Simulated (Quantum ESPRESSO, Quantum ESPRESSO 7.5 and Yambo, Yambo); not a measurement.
# CdTe (F-43m): G0W0 with and without spin-orbit coupling

Aim: spinor G0W0 for CdTe (F-43m) beside the scalar-relativistic result.

Calculated with Quantum ESPRESSO 7.5 and Yambo 5.3.0; PBE and many-body steps on it, plane waves.

**What was measured.**

- Gap 1.48 ± 0.02 eV: direct optical gap from Tauc analysis, 1.5 h deposition; UV-vis diffuse reflectance; film (electrodeposited 1.5 h on FTO, Te-rich) (“Electrodeposition of CdTe Thin Films for Solar Energy Water Splitting”, 2020, pmc:7177234).

- Gap 1.592 eV: near-band-edge L1 bound-exciton energy extrapolated to 0 K (Varshni), slightly below the true gap; temperature-dependent photoluminescence; 0 K; bulk crystal (vertical Bridgman single crystal) (“Photoluminescence characteristics of Cd1-xMnxTe single crystals grown by the vertical Bridgman method”, 2012, pmc:3275455).

- Gap 1.32 ± 0.02 eV: direct optical gap from Tauc analysis, 2.5 h deposition; UV-vis diffuse reflectance; film (electrodeposited 2.5 h on FTO, nearly stoichiometric) (“Electrodeposition of CdTe Thin Films for Solar Energy Water Splitting”, 2020, pmc:7177234).

Most raw output is cut from this account.

### Step 1. The starting structure

It takes space group F-43m (No. 216, cubic). The conventional cell has a = 6.480 Å, b = 6.480 Å, c = 6.480 Å, α = 90.00°, β = 90.00°, γ = 90.00°. Nearest to Cd lie 4 Te at 2.81 Å. Te has 4 Cd at 2.81 Å nearest. Farther neighbours and most contacts between anions are not listed.

The cell and positions come from the Crystallography Open Database and are kept as given unless a step says otherwise. Spin-orbit coupling is left out unless a step names it.

### Step 2. Empty states on the mesh, 4×4×4 mesh, 137 bands

This step: Quantum ESPRESSO 7.5; DFT, PBE, plane waves, norm-conserving pseudopotentials.

The sums over transitions need many empty states on a uniform mesh; this step solves for them.

Input file pw.in:

```
&control
  calculation = 'nscf'
  prefix = 'x'
  outdir = 'o'
  pseudo_dir = 'pseudo'
/
&system
  ibrav = 0
  nat = 2
  ntyp = 2
  ecutwfc = 94.0
  nbnd = 137
  force_symmorphic = .true.
/
&electrons
  conv_thr = 1e-9
  electron_maxstep = 80
  diago_full_acc = .true.
  diago_thr_init = 5e-6
/
ATOMIC_SPECIES
  Cd 112.41 Cd.upf
  Te 127.6 Te.upf
CELL_PARAMETERS angstrom
  0.0000000000 3.2400000000 3.2400000000
  3.2400000000 0.0000000000 3.2400000000
  3.2400000000 3.2400000000 0.0000000000
ATOMIC_POSITIONS crystal
  Cd 0.0000000000 0.0000000000 0.0000000000
  Te 0.2500000000 0.2500000000 0.2500000000
K_POINTS automatic
  4 4 4 0 0 0
```

Command:

```
$ OMP_NUM_THREADS=1 mpirun -n 4 pw.x -nk 4 -in pw.in > pw.out
```

Elapsed: 22 s, on 4 MPI ranks of Arm Neoverse V2, shared host; peak memory 0.57 GiB; 86 s of CPU time.

This step gave:

```yaml
gap: 0.7705 eV
k_of_the_valence_top: 0, 0, 0
k_of_the_conduction_bottom: 0, 0, 0
least_direct_gap: 0.7705 eV
k_points_computed: 8
lowest_point_of_the_top_converged_band_above_the_valence_top: 70.6784 eV
```

On this mesh the gap is 0.770 eV.

The density comes from a self-consistent run that is not shown.

### Step 3. Conversion and set-up

This step: Yambo 5.3.0; conversion and set-up on PBE, plane waves, norm-conserving pseudopotentials.

The states are converted to the many-body program's format and the q mesh is built.

Command:

```
$ (cd o/x.save; p2y > p2y.log; mv SAVE ../..); yambo > setup.log
```

The job ended after 3.3 s (1 MPI rank; peak memory 0.26 GiB).

### Step 4. Scalar-relativistic

G0W0 replaces the xc potential by the self-energy, built once from these orbitals. Only a window of levels is corrected, while the sums run over the empty bands that the input names.

This step: G0W0 on PBE, plane waves, norm-conserving pseudopotentials.

Input file gw1.in:

```
HF_and_locXC
gw0
dyson
ppa
em1d
rim_cut
RandQpts= 1000000
RandGvec= 1 RL
EXXRLvcs= 94 Ry
VXCRLvcs= 376 Ry
Chimod= "HARTREE"
% BndsRnXp
 1 | 137 |
%
NGsBlkXp= 11.5 Ry
% LongDrXp
 1 | 1 | 1 |
%
% GbndRnge
 1 | 137 |
%
DysSolver= "n"
ExtendOut
PPAPntXp= 27.21138 eV
% QPkrange
 1 | 1 | 21 | 24 |
%
```

Command:

```
$ OMP_NUM_THREADS=1 mpirun -n 4 yambo -F gw1.in -J gw1 -C gw1 > gw1.log
```

Elapsed: 4.4 min, on 4 MPI ranks; peak memory 2.4 GiB; 17 min of CPU time.

Numbers from this step:

```
G0W0 gap on the points computed              : 1.538 eV
starting gap on the mesh                     : 0.7705 eV
k of the valence top                         : 0, 0, 0
k of the conduction bottom                   : 0, 0, 0
least direct G0W0 gap on the computed points : 1.538 eV
Z at the valence top                         : 0.7988
Z at the conduction bottom                   : 0.8108
```

The gap on the mesh goes from 0.77 eV to 1.54 eV, a correction of +0.77 eV.

### Step 5. Empty states on the mesh, 4×4×4 mesh, 274 bands

This step: Quantum ESPRESSO 7.5; DFT, PBE with spin-orbit coupling, plane waves, norm-conserving pseudopotentials.

pw.in, as its differences from that of step 2:

```diff
@@ -11,4 +11,6 @@
   ecutwfc = 94.0
-  nbnd = 137
+  nbnd = 274
   force_symmorphic = .true.
+  noncolin = .true.
+  lspinorb = .true.
 /
```

Command:

```
$ OMP_NUM_THREADS=1 mpirun -n 4 pw.x -nk 4 -in pw.in > pw.out
```

It took 1.9 min on 4 MPI ranks; peak memory 1.6 GiB; 7.6 min of CPU time.

Numbers from this step:

```yaml
gap: 0.5040 eV
k_of_the_valence_top: 0, 0, 0
k_of_the_conduction_bottom: 0, 0, 0
least_direct_gap: 0.5040 eV
k_points_computed: 8
lowest_point_of_the_top_converged_band_above_the_valence_top: 72.1428 eV
```

On this mesh the gap is 0.504 eV.

The density comes from a self-consistent run that is not shown, made with spin-orbit coupling and fully relativistic files.

### Step 6. Conversion and set-up

This step: Yambo 5.3.0; conversion and set-up on PBE with spin-orbit coupling, plane waves, norm-conserving pseudopotentials.

Command:

```
$ (cd o/x.save; p2y > p2y.log; mv SAVE ../..); yambo > setup.log
```

Elapsed: 4 s, on 1 MPI rank; peak memory 0.26 GiB.

### Step 7. With spin-orbit coupling

This step: G0W0 on PBE with spin-orbit coupling, plane waves, norm-conserving pseudopotentials.

Input file gw4.in:

```
HF_and_locXC
gw0
dyson
ppa
em1d
rim_cut
RandQpts= 1000000
RandGvec= 1 RL
EXXRLvcs= 94 Ry
VXCRLvcs= 376 Ry
Chimod= "HARTREE"
% BndsRnXp
 1 | 274 |
%
NGsBlkXp= 11.5 Ry
% LongDrXp
 1 | 1 | 1 |
%
% GbndRnge
 1 | 274 |
%
DysSolver= "n"
ExtendOut
PPAPntXp= 27.21138 eV
% QPkrange
 1 | 1 | 41 | 48 |
%
```

Command:

```
$ OMP_NUM_THREADS=2 mpirun -n 2 yambo -F gw4.in -J gw4 -C gw4 > gw4.log
```

Wall time 26 min (2 MPI ranks); peak memory 2.9 GiB; 79 min of CPU time.

Numbers from this step:

```
G0W0 gap on the points computed              : 1.223 eV
starting gap on the mesh                     : 0.5040 eV
k of the valence top                         : 0, 0, 0
k of the conduction bottom                   : 0, 0, 0
least direct G0W0 gap on the computed points : 1.223 eV
Z at the valence top                         : 0.7989
Z at the conduction bottom                   : 0.8092
```

Against G0W0 in Yambo (4×4×4 mesh, 137 bands, screening to 156.5 eV, Godby-Needs plasmon pole), the gap moves by −0.314 eV.

### Step 8. The runs together

Times are wall times on the hardware named with each run, good to a factor of about two.

```tsv
run	mesh	bands	screening cutoff (eV)	DFT gap (eV)	gap on the mesh (eV)	direct (eV)	time
scalar-relativistic	4×4×4	137	156.5	0.770	1.538	1.538	4.4 min
with spin-orbit coupling	4×4×4	274	156.5	0.504	1.223	1.223	26 min
```

### Step 9. Summary of results

| Item | Value |
| --- | --- |
| scalar-relativistic | 1.538 eV |
| with spin-orbit coupling | 1.223 eV |
| known limits | not at the basis limit; no spin-orbit coupling in some runs; coarse k mesh |

**Reading.** With spin-orbit coupling: −0.314 eV against scalar-relativistic, −0.267 eV of it in the start. Against experiment, by with spin-orbit coupling: the direct gap of 1.22 eV lies −0.26 eV from the measured 1.48 ± 0.02 eV (direct, 2020); the direct gap of 1.22 eV lies −0.37 eV from the measured 1.592 eV (exciton, 0 K, 2012); the direct gap of 1.22 eV lies −0.10 eV from the measured 1.32 ± 0.02 eV (direct, 2020). An exciton line or allowed optical edge lies below the quasiparticle gap by the binding energy; a forbidden edge can push the onset above it. These are gaps on the mesh, at modest bands and cutoff. The calculation has static nuclei and no excitons; a measured gap holds zero-point and thermal motion, which mostly lowers it. Bands and cutoff are finite, so the gap is not at the basis limit. The miss can reach some tenths of an eV and take either sign; the mesh is an error of its own. In the G0W0 runs levels were corrected at 1 k point alone, so a gap called «on the mesh» is the least over those, and an edge elsewhere would be missed. The 4×4×4 mesh is coarse for this cell, which bears on the long-range parts of exchange and screening.

[Paths, hosts, dates, memory and timing lines, banners, echoed tables and standing remarks are left out of the program output.]

[Logs are printed without paths, hosts, clocks, repeated set-up lines and the standing remarks that a program may print on its own settings, such as how far it seeks lower states.]

[Runs of the session that timed out or met a known fault of the program may be left out.]

[Hosts, paths, dates, database ids (printed as entryN), source tags and the programs' standing remarks are cut or masked in the printed files.]
